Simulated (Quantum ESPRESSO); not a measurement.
# SrFeO3: cost and accuracy of the plane-wave cutoff, part 3 of 3

Wanted: the cheapest choice of the plane-wave cutoff that holds the magnetic results of SrFeO3.

Quantum ESPRESSO 7.5; LDA with U = 4.5 eV on Fe d (ortho-atomic projectors); plane waves with GBRV 1.5 LDA potentials, no spin-orbit coupling (settings of the first rung).

So far, largest spin moment in the atom's sphere (μB): step 2 (rung 1, start ferro +) 3.26; step 6 (rung 3, start ferro +) 3.44; step 7 (rung 3, start antiferro q=(0,1/2,1/2) +-) 3.37; step 8 (rung 4, start ferro +) 3.44; step 9 (rung 4, start antiferro q=(0,1/2,1/2) +-) 3.37.

## Step 10: Rung 5, start ferro +

Contents of pw.in:

```
&CONTROL
  calculation = 'scf'
  prefix = 'pwscf'
  outdir = './tmp'
  pseudo_dir = './pseudo'
  disk_io = 'nowf'
  tprnfor = .true.
  tstress = .true.
/
&SYSTEM
  ibrav = 0
  nat = 5
  ntyp = 3
  ecutwfc = 56
  ecutrho = 392
  nbnd = 33
  occupations = 'smearing'
  smearing = 'fd'
  degauss = 0.00734986
  nspin = 2
  starting_magnetization(1) = 0
  starting_magnetization(2) = 0.25
  starting_magnetization(3) = 0
/
&ELECTRONS
  conv_thr = 1d-08
  electron_maxstep = 150
  mixing_beta = 0.3
/
ATOMIC_SPECIES
Sr     87.6200 sr_lda_v1.uspp.F.UPF
Fe     55.8450 fe_lda_v1.5.uspp.F.UPF
O      15.9990 o_lda_v1.2.uspp.F.UPF
CELL_PARAMETERS bohr
   7.2354094515    0.0000000000    0.0000000000
   0.0000000000    7.2354094515    0.0000000000
   0.0000000000    0.0000000000    7.2354094515
ATOMIC_POSITIONS crystal
Sr      0.0000000000    0.0000000000    0.0000000000
Fe      0.5000000000    0.5000000000    0.5000000000
O       0.0000000000    0.5000000000    0.5000000000
O       0.5000000000    0.0000000000    0.5000000000
O       0.5000000000    0.5000000000    0.0000000000
K_POINTS automatic
6 6 6 0 0 0
HUBBARD {ortho-atomic}
U Fe-3d 4.5000
```

The run is started by

```
> OMP_NUM_THREADS=1 mpirun -n 2 pw.x -nk 2 -in pw.in > pw.out
```

Log:

```text
     [... lines left out ...]
Program PWSCF v.7.5 starts
     [... lines left out ...]
     number of atoms/cell      =            5
     [... lines left out ...]
     number of electrons       =        44.00
     number of Kohn-Sham states=           33
     kinetic-energy cutoff     =      56.0000  Ry
     charge density cutoff     =     392.0000  Ry
     scf convergence threshold =      1.0E-08
     [... lines left out ...]
     48 Sym. Ops., with inversion, found
     [... lines left out ...]
     number of k points=    20  Fermi-Dirac smearing, width (Ry)=  0.0073
     [... lines left out ...]
     iteration # 13     ecut=    56.00 Ry     beta= 0.30
     [... lines left out ...]
     Magnetic moment per site  (integrated on atomic sphere of radius R)
     atom   1 (R=0.292)  charge=  7.5292  magn=  0.0078
     atom   2 (R=0.206)  charge= 12.7953  magn=  3.4398
     atom   3 (R=0.206)  charge=  5.2503  magn=  0.0865
     atom   4 (R=0.206)  charge=  5.2503  magn=  0.0865
     atom   5 (R=0.206)  charge=  5.2503  magn=  0.0865
     [... lines left out ...]
     Tr[ns(  2)] (up, down, total) =   4.73790  1.01239  5.75029
     [... lines left out ...]
     the Fermi energy is    10.3312 ev
!    total energy              =    -417.51543767 Ry
     estimated scf accuracy    <          2.3E-09 Ry
     smearing contrib. (-TS)   =      -0.00196401 Ry
     [... lines left out ...]
     total magnetization       =     4.08 Bohr mag/cell
     absolute magnetization    =     4.24 Bohr mag/cell
     convergence has been achieved in  13 iterations
     [... lines left out ...]
     Total force =     0.000000     Total SCF correction =     0.000000
     [... lines left out ...]
          total   stress  (Ry/bohr**3)                   (kbar)     P=      -37.62
     [... lines left out ...]
```

It took 41 s on 2 MPI ranks of Intel Xeon 6975P-C (Granite Rapids), shared host; peak memory 0.29 GiB; 81 s of CPU time.

This step gave:

```yaml
magnetization: 4.085 μB
final_state: ferromagnetic
largest_moment: 3.440 μB
```

## Step 11: Rung 5, start antiferro q=(0,1/2,1/2) +-

Contents of pw.in:

```
&CONTROL
  calculation = 'scf'
  prefix = 'pwscf'
  outdir = './tmp'
  pseudo_dir = './pseudo'
  disk_io = 'nowf'
  tprnfor = .true.
  tstress = .true.
/
&SYSTEM
  ibrav = 0
  nat = 10
  ntyp = 4
  ecutwfc = 56
  ecutrho = 392
  nbnd = 58
  occupations = 'smearing'
  smearing = 'fd'
  degauss = 0.00734986
  nspin = 2
  starting_magnetization(1) = 0
  starting_magnetization(2) = 0.25
  starting_magnetization(3) = -0.25
  starting_magnetization(4) = 0
/
&ELECTRONS
  conv_thr = 2d-08
  electron_maxstep = 150
  mixing_beta = 0.3
/
ATOMIC_SPECIES
Sr     87.6200 sr_lda_v1.uspp.F.UPF
Fe1    55.8450 fe_lda_v1.5.uspp.F.UPF
Fe2    55.8450 fe_lda_v1.5.uspp.F.UPF
O      15.9990 o_lda_v1.2.uspp.F.UPF
CELL_PARAMETERS bohr
   7.2354094515    0.0000000000    0.0000000000
   0.0000000000   14.4708189031    0.0000000000
   0.0000000000    7.2354094515    7.2354094515
ATOMIC_POSITIONS crystal
Sr      0.0000000000    0.0000000000    0.0000000000
Sr      0.0000000000    0.5000000000    0.0000000000
Fe1     0.5000000000    0.0000000000    0.5000000000
Fe2     0.5000000000    0.5000000000    0.5000000000
O       0.0000000000    0.0000000000    0.5000000000
O       0.0000000000    0.5000000000    0.5000000000
O       0.5000000000    0.7500000000    0.5000000000
O       0.5000000000    0.2500000000    0.5000000000
O       0.5000000000    0.2500000000    0.0000000000
O       0.5000000000    0.7500000000    0.0000000000
K_POINTS automatic
6 3 6 0 0 0
HUBBARD {ortho-atomic}
U Fe1-3d 4.5000
U Fe2-3d 4.5000
```

Log:

```text
     [... lines left out ...]
Program PWSCF v.7.5 starts
     [... lines left out ...]
     number of atoms/cell      =           10
     [... lines left out ...]
     number of electrons       =        88.00
     number of Kohn-Sham states=           58
     kinetic-energy cutoff     =      56.0000  Ry
     charge density cutoff     =     392.0000  Ry
     scf convergence threshold =      2.0E-08
     [... lines left out ...]
     16 Sym. Ops., with inversion, found ( 8 have fractional translation)
     [... lines left out ...]
     number of k points=    24  Fermi-Dirac smearing, width (Ry)=  0.0073
     [... lines left out ...]
     iteration # 14     ecut=    56.00 Ry     beta= 0.30
     [... lines left out ...]
     Magnetic moment per site  (integrated on atomic sphere of radius R)
     atom   1 (R=0.292)  charge=  7.5286  magn= -0.0000
     atom   2 (R=0.292)  charge=  7.5286  magn= -0.0000
     atom   3 (R=0.206)  charge= 12.8140  magn=  3.3702
     atom   4 (R=0.206)  charge= 12.8140  magn= -3.3702
     atom   5 (R=0.206)  charge=  5.2470  magn=  0.0627
     atom   6 (R=0.206)  charge=  5.2470  magn= -0.0627
     atom   7 (R=0.206)  charge=  5.2465  magn=  0.0000
     atom   8 (R=0.206)  charge=  5.2465  magn=  0.0000
     atom   9 (R=0.206)  charge=  5.2465  magn=  0.0000
     atom  10 (R=0.206)  charge=  5.2465  magn=  0.0000
     [... lines left out ...]
     Tr[ns(  3)] (up, down, total) =   4.72072  1.06171  5.78244
     [... lines left out ...]
     Tr[ns(  4)] (up, down, total) =   1.06171  4.72072  5.78244
     [... lines left out ...]
     the Fermi energy is    10.2626 ev
!    total energy              =    -835.00486729 Ry
     estimated scf accuracy    <       0.00000001 Ry
     smearing contrib. (-TS)   =      -0.00741771 Ry
     [... lines left out ...]
     total magnetization       =     0.00 Bohr mag/cell
     absolute magnetization    =     7.80 Bohr mag/cell
     convergence has been achieved in  14 iterations
     [... lines left out ...]
     Total force =     0.000004     Total SCF correction =     0.000007
     [... lines left out ...]
          total   stress  (Ry/bohr**3)                   (kbar)     P=      -32.73
     [... lines left out ...]
```

Elapsed: 3.7 min, on 2 MPI ranks; peak memory 0.86 GiB; 7.4 min of CPU time.

Read from the output:

```yaml
magnetization: 0 μB
final_state: antiferromagnetic
largest_moment: 3.370 μB
```

## Step 12: The rungs together

Ladder, by row:

| rung | cutoff (eV) | state from the first start | state from the second start | second less first (meV a seeded atom) | moment, first (μB) | moment, second (μB) | CPU time (s) |
| --- | --- | --- | --- | --- | --- | --- | --- |
| 1 | 245 | ferromagnetic | antiferromagnetic | 101 | 3.264 | 3.159 | 98.83 |
| 2 | 327 | ferromagnetic | antiferromagnetic | 143.3 | 3.462 | 3.406 | 153.1 |
| 3 | 435 | ferromagnetic | antiferromagnetic | 176.1 | 3.441 | 3.371 | 232.4 |
| 4 | 544 | ferromagnetic | antiferromagnetic | 177.1 | 3.44 | 3.37 | 346 |
| 5 | 762 | ferromagnetic | antiferromagnetic | 176.9 | 3.44 | 3.37 | 521.9 |

## Step 13: Outcome

- range of the largest moment, first start: 3.26 to 3.46 μB; second start 3.16 to 3.41 μB
- range of CPU time: 99 s to 8.7 min
- range of the energy difference: 101 to 177 meV a seeded atom
- first rung that agrees with the last (margins below): 3

In words: From rung 3 on the states are those of the last rung, the moments stay within 0.05 μB of it and the difference within 8.8 meV; rung 3 took 45 % of its CPU time. Energies are free energies at an electronic temperature of 1160 K, which lowers moments and differences where the moments are itinerant. The smearing term is large for its width, so states at the Fermi level are partly filled: at this level the cell is a metal or has a gap of a few widths at most.

[Long decimals in the printed logs are rounded to 6 places.]

[Logs and program files are shortened in this print: banners, set-up blocks, solver, clock and traceback lines can be left out without a mark of their own.]

[Logs are printed without paths, hosts, clocks, repeated set-up lines and the standing remarks that a program may print on its own settings, such as how far it seeks lower states.]

[Hosts, paths, dates, database ids (printed as entryN), source tags and the programs' standing remarks are cut or masked in the printed files.]

[Where the starting crystal was built by hand or by swapping elements, it need not be the compound's stable phase.]

[Where a cell is said to come from a database of computed structures, the database is the Materials Project.]

[Lattice constants that a cell's source calls measured were typed from memory.]
